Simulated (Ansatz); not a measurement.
# Na on Pd(100): change of the work function

How does Na on the top site change the work function of Pd(100) as the layer fills?

Main program and level: Ansatz 0.2.0; plane-wave DFT, PBEsol, Ansatz PAW, in the first sound run; inputs show where later runs differ.

### 1. Set-up

The cell holds 4 atoms: 4 Pd. Its edges and angles: a = 2.751 Å, b = 2.751 Å, c = 23.835 Å, α = 90.0°, β = 90.0°, γ = 90.0°. Vacuum lies along c.

### 2. The clean slab

The bare slab comes first, as the zero from which every change is counted. The two lowest layers are held at bulk places and the upper ones relax. The dipole correction removes the false field that a one-sided slab makes across the periodic vacuum, so each face gets a flat vacuum level of its own.

File input.yaml:

```yaml
crystal:
  lattice:
    - [2.7506453788, 0.0, 0.0]
    - [0.0, 2.7506453788, 0.0]
    - [0.0, 0.0, 23.835]
  atoms:
    - { symbol: Pd, position: [0.5, 0.5, 0.3775959723] }
    - { symbol: Pd, position: [0.0, 0.0, 0.4591986574] }
    - { symbol: Pd, position: [0.5, 0.5, 0.5408013426] }
    - { symbol: Pd, position: [0.0, 0.0, 0.6224040277] }
kpoints:
  mp_grid: { grid: [11, 11, 1] }
hamiltonian:
  xc: pbesol
scf:
  occupations: { method: fermi_dirac, width: 0.1 }
  convergence: { dr2_threshold: 1.0e-08 }
efield:
  axis: 3
  dipole_correction: true
  ramp_position: 0.97
  ramp_width: 0.06
relax:
  f_tol: 0.02
  max_steps: 60
  constraints: [{ sites: [0, 1] }]
output:
  write_potential: true
  write_density: true
  volumetric_format: npy
```

Run with:

```console
$ ansatz run input.yaml --threads 4 --pin off --max-ram 12288MiB --backend cpu --events-out ev --progress --plain --runs-dir out
```

Numbers of over 12 decimals in the logs are rounded to 6 here.

What it wrote:

```text
Engine: ansatz 0.2.0, aarch64-unknown-linux-gnu
Pseudopotentials: kind: paw
Pseudopotential: Pd, paw, valence charge 18, recommended cutoff 420 eV (normal), Pd.paw.azcp
Functional definition: PBEsol
  exchange = pbesol_x
  correlation = pbesol_c
Crystal: 4 atoms, lattice volume = 180.337 Å³
Basis set: ecut = 420 eV, 3579 PW (Γ), exchange–correlation on 40×40×320 points (8 copies of the dense FFT grid, shifted against one another)
Bands: 44, of which v1, the nominal top of the filled ones, is band 36 counted from 1 (35 counted from 0)
Symmetry: 8 space group operations
k-points: 21 of 121
Non-local potential: Pd, projectors of the file, l = 0: 2, l = 1: 2, l = 2: 2, l = 3: 1
PAW form: soft (Blöchl's): semilocal exchange-correlation on the pseudo side does not see the compensation charge
PAW frozen core: Pd, regenerated for the run's functional, and the local potential with it (the file was generated under x = pbe(κ = 0.804, μ = 0.219515), c = pbe(β = 0.066725))
PAW one-centre angular grid: Pd, 590 points (default); XC on 64 Gauss nodes
Initial density: superposition of atomic densities (neutral atoms: chi_scale 0, normalization atom), corrected by the library's trained network
Initial wavefunctions: pseudopotential atomic-orbital guess
Functional: x = pbesol(κ = 0.804, μ = 0.123457), c = pbesol(β = 0.046)
SCF iter   1: F=—  HF=-27624.940933 eV  |F-HF|=—  |Δ(HF+E_count)|=         —  Δρ=1.12e-2  dr2=9.31e-1  ethr=1.77e-3  p=0.000 e·Å  D=1.08e-13 V/Å  ΔV_dip=-0.00 eV  dr2_dipole=1.63e-7  V_vac-E_F(+/−)=4.81/4.81 eV  ⟨swp⟩=9.0  Hψ=4288  notcnv=0  defer=10
efield: sawtooth ramp at fractional position 0.9700 (set: `efield.ramp_position`, or a place that a band, a saddle search or an elastic batch's reference lends), width 0.0600; the density the first Hamiltonian is built on has a dipole p = 0.000 e·Å; the dipole correction subtracts the counter field D = 1.08e-13 V/Å, which shifts the + side's vacuum level by -0.00 eV against the − side's; the planar-averaged density in the ramp window peaks in size at 7.1e-6 e/Å³
preconditioner: auto → LDOS  [metal: Δε(μ)=0.005 eV  Ē_g=7.024 eV  σ=0.100 eV  W_gap=0.01  n_scr=28 (ndim 8)  ℏωp=17.5 eV  f_vac=0.617  D(μ)=8.24/eV (n_scr^D=72)  β→1.0]
SCF iter   2: F=—  HF=-27624.913954 eV  |F-HF|=—  |Δ(HF+E_count)|=   2.70e-2  Δρ=9.93e-3  dr2=2.17e-1  ethr=1.29e-3  p=0.000 e·Å  D=1.48e-5 V/Å  ΔV_dip=-0.00 eV  dr2_dipole=3.61e-7  V_vac-E_F(+/−)=5.26/5.26 eV  ⟨swp⟩=3.0  Hψ=1589  notcnv=0  defer=26
SCF iter   3: F=—  HF=-27624.889187 eV  |F-HF|=—  |Δ(HF+E_count)|=   2.48e-2  Δρ=3.51e-3  dr2=9.78e-2  ethr=3.01e-4  p=0.000 e·Å  D=2.71e-6 V/Å  ΔV_dip=-0.00 eV  dr2_dipole=4.24e-8  V_vac-E_F(+/−)=5.13/5.13 eV  ⟨swp⟩=2.0  Hψ=1383  notcnv=0  defer=26
SCF iter   4: F=—  HF=-27624.886082 eV  |F-HF|=—  |Δ(HF+E_count)|=   3.11e-3  Δρ=8.57e-4  dr2=2.30e-3  ethr=1.36e-4  p=0.000 e·Å  D=3.38e-6 V/Å  ΔV_dip=-0.00 eV  dr2_dipole=1.06e-8  V_vac-E_F(+/−)=5.21/5.21 eV  ⟨swp⟩=1.8  Hψ=934  notcnv=0  defer=26
SCF iter   5: F=—  HF=-27624.886265 eV  |F-HF|=—  |Δ(HF+E_count)|=   1.83e-4  Δρ=3.27e-4  dr2=2.90e-4  ethr=3.19e-6  p=0.000 e·Å  D=2.05e-6 V/Å  ΔV_dip=-0.00 eV  dr2_dipole=1.83e-9  V_vac-E_F(+/−)=5.22/5.22 eV  ⟨swp⟩=2.0  Hψ=1391  notcnv=0  defer=26
SCF iter   6: F=—  HF=-27624.886338 eV  |F-HF|=—  |Δ(HF+E_count)|=   7.39e-5  Δρ=6.45e-5  dr2=6.96e-6  ethr=4.03e-7  p=-0.000 e·Å  D=-3.49e-8 V/Å  ΔV_dip=0.00 eV  dr2_dipole=4.15e-12  V_vac-E_F(+/−)=5.22/5.22 eV  ⟨swp⟩=2.0  Hψ=1266  notcnv=0  defer=26
SCF iter   7: F=—  HF=-27624.886394 eV  |F-HF|=—  |Δ(HF+E_count)|=   5.60e-5  Δρ=1.93e-5  dr2=7.74e-7  ethr=9.66e-9  p=0.000 e·Å  D=2.79e-7 V/Å  ΔV_dip=-0.00 eV  dr2_dipole=7.44e-12  V_vac-E_F(+/−)=5.22/5.22 eV  ⟨swp⟩=2.3  Hψ=1531  notcnv=0  defer=26
SCF iter   8: F=—  HF=-27624.886395 eV  |F-HF|=—  |Δ(HF+E_count)|=   9.25e-7  Δρ=8.72e-6  dr2=3.63e-7  ethr=1.08e-9  p=-0.000 e·Å  D=-2.20e-7 V/Å  ΔV_dip=0.00 eV  dr2_dipole=1.13e-12  V_vac-E_F(+/−)=5.21/5.21 eV  ⟨swp⟩=2.7  Hψ=1579  notcnv=0  defer=26
SCF iter   9: F=—  HF=-27624.886395 eV  |F-HF|=—  |Δ(HF+E_count)|=   3.61e-8  Δρ=3.93e-6  dr2=3.49e-8  ethr=5.04e-10  p=0.000 e·Å  D=8.52e-8 V/Å  ΔV_dip=-0.00 eV  dr2_dipole=1.18e-15  V_vac-E_F(+/−)=5.21/5.21 eV  ⟨swp⟩=2.0  Hψ=1332  notcnv=0  defer=26
SCF iter  10: F=-27624.886395 eV  HF=-27624.886395 eV  |F-HF|=3.66e-9  |Δ(HF+E_count)|=   5.09e-9  Δρ=7.55e-7  dr2=9.64e-10  ethr=1.39e-11  p=0.000 e·Å  D=2.38e-8 V/Å  ΔV_dip=-0.00 eV  dr2_dipole=1.60e-13  V_vac-E_F(+/−)=5.21/5.21 eV  ⟨swp⟩=9.8  Hψ=6326  notcnv=0
SCF 1 converged in 10 iterations: F = -27624.886395 eV  dr2 = 9.64e-10
  greatest PAW one-centre occupation: 0.999 electrons in one spin orbital (limit 2), on the Pd atom at site 3 (counted from 0), in its partial waves of l = 0
relax step   1: F+E_penalty+E_count = -27624.88639536 eV  Δ(F+E_penalty+E_count) = +0.000e0 eV  max|allowed force component| = 2.690e-1 eV/Å  Δτ_max = 0.0000 Å  (10 SCF iters, accepted)
Initial density: handed on by an earlier stage of this run
Initial wavefunctions: those handed on with the density
iter 1 solved again at ethr=8.92e-4 eV; its pass at ethr=3.10e-3 eV (dr2=6.42e-1 eV) is discarded
SCF iter   1: F=—  HF=-27624.923388 eV  |F-HF|=—  |Δ(HF+E_count)|=         —  Δρ=9.00e-3  dr2=5.37e-1  ethr=8.92e-4  p=-0.000 e·Å  D=-3.14e-7 V/Å  ΔV_dip=0.00 eV  dr2_dipole=1.13e-1  V_vac-E_F(+/−)=5.17/5.17 eV  ⟨swp⟩=1.0  Hψ=3288  notcnv=0  defer=26
efield: sawtooth ramp at fractional position 0.9700 (set: `efield.ramp_position`, or a place that a band, a saddle search or an elastic batch's reference lends), width 0.0600; the density the first Hamiltonian is built on has a dipole p = -0.000 e·Å; the dipole correction subtracts the counter field D = -3.14e-7 V/Å, which shifts the + side's vacuum level by +0.00 eV against the − side's; the planar-averaged density in the ramp window peaks in size at 1.1e-6 e/Å³
preconditioner: auto → LDOS  [metal: Δε(μ)=0.023 eV  Ē_g=7.237 eV  σ=0.100 eV  W_gap=0.06  n_scr=28 (ndim 8)  ℏωp=17.5 eV  f_vac=0.620  D(μ)=7.98/eV (n_scr^D=72)  β→1.0]
SCF iter   2: F=—  HF=-27624.919607 eV  |F-HF|=—  |Δ(HF+E_count)|=   3.78e-3  Δρ=5.33e-3  dr2=1.88e-1  ethr=7.46e-4  p=-0.010 e·Å  D=-1.02e-2 V/Å  ΔV_dip=0.24 eV  dr2_dipole=3.86e-2  V_vac-E_F(+/−)=5.45/5.21 eV  ⟨swp⟩=2.1  Hψ=1402  notcnv=0  defer=26
SCF iter   3: F=—  HF=-27624.895070 eV  |F-HF|=—  |Δ(HF+E_count)|=   2.45e-2  Δρ=1.78e-3  dr2=2.34e-2  ethr=2.61e-4  p=0.000 e·Å  D=1.36e-4 V/Å  ΔV_dip=-0.00 eV  dr2_dipole=4.69e-3  V_vac-E_F(+/−)=5.20/5.21 eV  ⟨swp⟩=2.1  Hψ=1428  notcnv=0  defer=26
[...]
SCF iter  10: F=—  HF=-27624.893848 eV  |F-HF|=—  |Δ(HF+E_count)|=   3.11e-7  Δρ=3.47e-6  dr2=5.66e-8  ethr=2.55e-10  p=0.000 e·Å  D=1.49e-4 V/Å  ΔV_dip=-0.00 eV  dr2_dipole=4.00e-11  V_vac-E_F(+/−)=5.20/5.21 eV  ⟨swp⟩=2.1  Hψ=1167  notcnv=0  defer=26
SCF iter  11: F=—  HF=-27624.893848 eV  |F-HF|=—  |Δ(HF+E_count)|=   4.85e-8  Δρ=2.14e-6  dr2=1.43e-8  ethr=7.86e-11  p=0.000 e·Å  D=1.52e-4 V/Å  ΔV_dip=-0.00 eV  dr2_dipole=2.13e-13  V_vac-E_F(+/−)=5.20/5.21 eV  ⟨swp⟩=1.6  Hψ=1042  notcnv=0  defer=26
SCF iter  12: F=-27624.893848 eV  HF=-27624.893848 eV  |F-HF|=1.59e-9  |Δ(HF+E_count)|=   1.08e-8  Δρ=7.16e-7  dr2=2.67e-9  ethr=1.39e-11  p=0.000 e·Å  D=1.51e-4 V/Å  ΔV_dip=-0.00 eV  dr2_dipole=5.56e-10  V_vac-E_F(+/−)=5.20/5.21 eV  ⟨swp⟩=9.1  Hψ=5779  notcnv=0
SCF 2 converged in 12 iterations: F = -27624.893848 eV  dr2 = 2.67e-9
relax step   2: F+E_penalty+E_count = -27624.89384785 eV  Δ(F+E_penalty+E_count) = -7.452e-3 eV  max|allowed force component| = 1.232e-1 eV/Å  Δτ_max = 0.1084 Å  (12 SCF iters, accepted)
SCF iter   1: F=—  HF=-27624.897301 eV  |F-HF|=—  |Δ(HF+E_count)|=         —  Δρ=2.13e-3  dr2=2.18e-2  ethr=5.67e-4  p=0.000 e·Å  D=1.51e-4 V/Å  ΔV_dip=-0.00 eV  dr2_dipole=3.58e-3  V_vac-E_F(+/−)=5.21/5.22 eV  ⟨swp⟩=3.1  Hψ=1827  notcnv=0  defer=24
efield: sawtooth ramp at fractional position 0.9700 (set: `efield.ramp_position`, or a place that a band, a saddle search or an elastic batch's reference lends), width 0.0600; the density the first Hamiltonian is built on has a dipole p = 0.000 e·Å; the dipole correction subtracts the counter field D = 1.51e-4 V/Å, which shifts the + side's vacuum level by -0.00 eV against the − side's; the planar-averaged density in the ramp window peaks in size at 2.2e-6 e/Å³
preconditioner: auto → LDOS  [metal: Δε(μ)=0.014 eV  Ē_g=7.299 eV  σ=0.100 eV  W_gap=0.04  n_scr=28 (ndim 8)  ℏωp=17.5 eV  f_vac=0.620  D(μ)=8.13/eV (n_scr^D=72)  β→1.0]
SCF iter   2: F=—  HF=-27624.897366 eV  |F-HF|=—  |Δ(HF+E_count)|=   6.51e-5  Δρ=1.47e-3  dr2=1.39e-2  ethr=3.03e-5  p=0.003 e·Å  D=3.10e-3 V/Å  ΔV_dip=-0.07 eV  dr2_dipole=2.92e-3  V_vac-E_F(+/−)=5.14/5.21 eV  ⟨swp⟩=2.0  Hψ=1631  notcnv=0  defer=24
SCF iter   3: F=—  HF=-27624.895435 eV  |F-HF|=—  |Δ(HF+E_count)|=   1.93e-3  Δρ=4.10e-4  dr2=1.77e-3  ethr=1.93e-5  p=0.000 e·Å  D=3.06e-4 V/Å  ΔV_dip=-0.01 eV  dr2_dipole=4.56e-4  V_vac-E_F(+/−)=5.20/5.21 eV  ⟨swp⟩=2.0  Hψ=1362  notcnv=0  defer=24
SCF iter   4: F=—  HF=-27624.895399 eV  |F-HF|=—  |Δ(HF+E_count)|=   3.57e-5  Δρ=2.11e-4  dr2=1.35e-4  ethr=2.46e-6  p=0.000 e·Å  D=1.42e-4 V/Å  ΔV_dip=-0.00 eV  dr2_dipole=2.89e-6  V_vac-E_F(+/−)=5.21/5.21 eV  ⟨swp⟩=2.1  Hψ=1289  notcnv=0  defer=24
SCF iter   5: F=—  HF=-27624.895375 eV  |F-HF|=—  |Δ(HF+E_count)|=   2.44e-5  Δρ=4.78e-5  dr2=1.39e-5  ethr=1.88e-7  p=0.000 e·Å  D=1.24e-4 V/Å  ΔV_dip=-0.00 eV  dr2_dipole=1.55e-6  V_vac-E_F(+/−)=5.21/5.21 eV  ⟨swp⟩=2.2  Hψ=1378  notcnv=0  defer=24
SCF iter   6: F=—  HF=-27624.895420 eV  |F-HF|=—  |Δ(HF+E_count)|=   4.53e-5  Δρ=2.61e-5  dr2=3.91e-6  ethr=1.93e-8  p=0.000 e·Å  D=1.06e-4 V/Å  ΔV_dip=-0.00 eV  dr2_dipole=2.32e-8  V_vac-E_F(+/−)=5.21/5.21 eV  ⟨swp⟩=2.0  Hψ=1226  notcnv=0  defer=24
SCF iter   7: F=—  HF=-27624.895412 eV  |F-HF|=—  |Δ(HF+E_count)|=   8.09e-6  Δρ=1.34e-5  dr2=1.21e-6  ethr=5.43e-9  p=0.000 e·Å  D=1.18e-4 V/Å  ΔV_dip=-0.00 eV  dr2_dipole=4.51e-10  V_vac-E_F(+/−)=5.21/5.21 eV  ⟨swp⟩=1.5  Hψ=983  notcnv=0  defer=24
SCF iter   8: F=—  HF=-27624.895412 eV  |F-HF|=—  |Δ(HF+E_count)|=   8.61e-8  Δρ=4.38e-6  dr2=1.25e-7  ethr=1.68e-9  p=0.000 e·Å  D=1.30e-4 V/Å  ΔV_dip=-0.00 eV  dr2_dipole=8.65e-9  V_vac-E_F(+/−)=5.21/5.21 eV  ⟨swp⟩=1.3  Hψ=909  notcnv=0  defer=24
SCF iter   9: F=—  HF=-27624.895412 eV  |F-HF|=—  |Δ(HF+E_count)|=   1.18e-7  Δρ=1.53e-6  dr2=1.01e-8  ethr=1.74e-10  p=0.000 e·Å  D=1.28e-4 V/Å  ΔV_dip=-0.00 eV  dr2_dipole=6.98e-10  V_vac-E_F(+/−)=5.21/5.21 eV  ⟨swp⟩=1.8  Hψ=1077  notcnv=0  defer=24
SCF iter  10: F=-27624.895412 eV  HF=-27624.895412 eV  |F-HF|=6.72e-9  |Δ(HF+E_count)|=   4.30e-8  Δρ=6.45e-7  dr2=1.72e-9  ethr=1.39e-11  p=0.000 e·Å  D=1.26e-4 V/Å  ΔV_dip=-0.00 eV  dr2_dipole=1.25e-11  V_vac-E_F(+/−)=5.21/5.21 eV  ⟨swp⟩=9.0  Hψ=5612  notcnv=0
SCF 3 converged in 10 iterations: F = -27624.895412 eV  dr2 = 1.72e-9
relax step   3: F+E_penalty+E_count = -27624.89541214 eV  Δ(F+E_penalty+E_count) = -1.564e-3 eV  max|allowed force component| = 4.191e-3 eV/Å  Δτ_max = 0.0300 Å  (10 SCF iters, accepted)
NSCF: frozen V_eff on 21 k-points
the band table was solved once a step of the walk had ended and its energy, with any forces and stress, was formed, with the checks that follow a solve (5291 applications of the Hamiltonian). They found nothing against the state; the energy, forces and stress were not computed again (output.eigenvalues in the input reference)
WARN: The input density's exchange-correlation potential varies sharply where the density is thin. Do not read a vacuum level from v_tot or v_xc, or from such a field of the output density. On a cell that repeats whose density bears no net charge and no dipole along the vacuum's axis use v_es (v_loc + v_h of the components); under efield.dipole_correction with no amplitude use v_es + v_field, which holds any external [...]
SCF converged after 10 iterations
Free energy (F): -27624.895412 eV
Harris-Foulkes:  -27624.895412 eV  (|F-HF|=6.72e-9)
Internal energy: -27624.640001 eV  (E = F + TS)
E sigma→0 (E₀):  -27624.767707 eV
Entropy (-TS):   -0.255411 eV (-63.853 meV/atom)
Fermi energy:    2.949306 eV
Dipole field:    D = 0.000131 V/Å  (p = 0.000130 e·Å, saw-weighted, corrected)
Work function:   Φ+ = 5.2069 eV   Φ− = 5.2100 eV
Levels:          The Fermi level and band energies are counted from a zero that moves with the ramp; work functions are not
--- Per-component energies (eV) ---
  E_band       = -1744.865633
  E_kinetic    = 2052.579945
  E_local      = -122395.742010  (includes V_loc(G=0)·N_el)
  E_nonlocal   = 879.104741
  E_hartree    = 59939.956080
  E_xc         = -667.570051
  E_vxc        = -840.392540  (∫ρ·V_xc dr)
  E_paw        = -14740.582390  (= ΣΔE_a)
  E_vpaw       = -1320.326790  (= ΣTr[D̂ρ^β])
  E_aug_tail   = 0.000908  (compensation charges beyond the density's cutoff)
  E_efield     = 0.000000  (sawtooth field / dipole correction)
  E_vefield    = 0.000250  (∫n·V_field dr)
  E_ewald      = 47306.402681
  E_core_change = 1.210096  (= ΣΔE_core)
  E_smearing   = -0.255411  (= −TS)
  E_closure    = -0.000000  (closes the sum)
  Σ components = -27624.895412   (vs F -27624.895412, Δ=0.00e0)
--- Forces (eV/Å), atoms counted from 1 ---
  atom   1  Pd    -0.00000000     0.00000000     0.26155785
  atom   2  Pd     0.00000000     0.00000000    -0.26246850
  atom   3  Pd     0.00000000     0.00000000    -0.00328616
  atom   4  Pd     0.00000000     0.00000000     0.00419135
  max |Σ_I F_I| component: 5.46e-6 eV/Å
--- Band table (eV; the first three rows and the last of 21) ---
  k-point 0: bands = [... 32 lower, 2.2768, 2.3480, 2.3480, 2.7761, 2.9406, 3.0551, 3.0551, 4.0958, ... 4 higher]
  k-point 1: bands = [... 32 lower, 2.0819, 2.1700, 2.5429, 2.6378, 2.7955, 2.8623, 3.0992, 4.5355, ... 4 higher]
  k-point 2: bands = [... 32 lower, 1.8143, 1.9334, 2.4336, 2.4632, 2.8648, 3.0845, 3.1889, 5.4151, ... 4 higher]
  k-point 20: bands = [... 32 lower, 3.0017, 3.0912, 3.3902, 3.4638, 6.7386, 7.5912, 9.0314, 9.9635, ... 4 higher]
--- Relaxed structure (3 steps of the walk, 3 accepted, 0 SCFs on fresh bases) ---
  F+E_penalty+E_count = -27624.89541214 eV   max|allowed force component| = 4.191e-3 eV/Å
  atoms:
    - { symbol: Pd, position: [0.5, 0.5, 0.377596] }
    - { symbol: Pd, position: [0.0, 0.0, 0.459199] }
    - { symbol: Pd, position: [0.5, 0.5, 0.539633] }
    - { symbol: Pd, position: [0, 0.0, 0.619115] }
```

Elapsed: 17 s, on 4 threads of Arm Neoverse V1, shared host; peak memory 0.5 GiB; 58 s of CPU time.

Relaxation path:

```csv
step,energy less that of the first step (eV),largest force component (eV/Å)
1,0.0000,0.2690
2,-0.0075,0.1232
3,-0.0090,0.0042
```

The run keeps the 8 symmetry operations that it works with, so distortions that break them were not tested.

The atoms that moved most (Å):

```csv
atom,dx,dy,dz,length
Pd4,0.000,0.000,-0.078,0.078
Pd3,0.000,0.000,-0.028,0.028
```

This step gave:

```
energy at zero smearing   : -27624.7677 eV
work function, upper face : 5.207 eV
dipole along the normal   : 1.30e-4 e·Å
```

Running mean over 1.945 Å of the planar mean; the ramp of the sawtooth is left out. The electron's electrostatic potential energy less the Fermi level by z:

```csv
z (Å),electron's electrostatic potential energy less the Fermi level (eV)
3,5.21
4,5.21
5,5.21
6,5.17
7,4.66
8,-1.58
9,-8.00
10,-8.40
11,-8.61
12,-8.89
13,-8.72
14,-8.90
15,-7.49
16,0.809
17,4.92
18,5.19
19,5.21
20,5.21
```

The relaxation took 3 steps and lowered the energy by 0.0090 eV; the largest force on the free atoms ends at 0.0042 eV/Å.

The work function of the upper face is 5.21 eV.

(Part 1 of 4 ends here.)

[Logs are printed without paths, hosts, clocks, repeated set-up lines and the standing remarks that a program may print on its own settings, such as how far it seeks lower states.]

[Hosts, paths, dates, database ids (printed as entryN), source tags and the programs' standing remarks are cut or masked in the printed files.]

[Maps of the electrostatic potential energy from Ansatz leave out the sawtooth potential of an applied field or a dipole correction, so their vacuum need not be flat; planar profiles and work functions include it.]
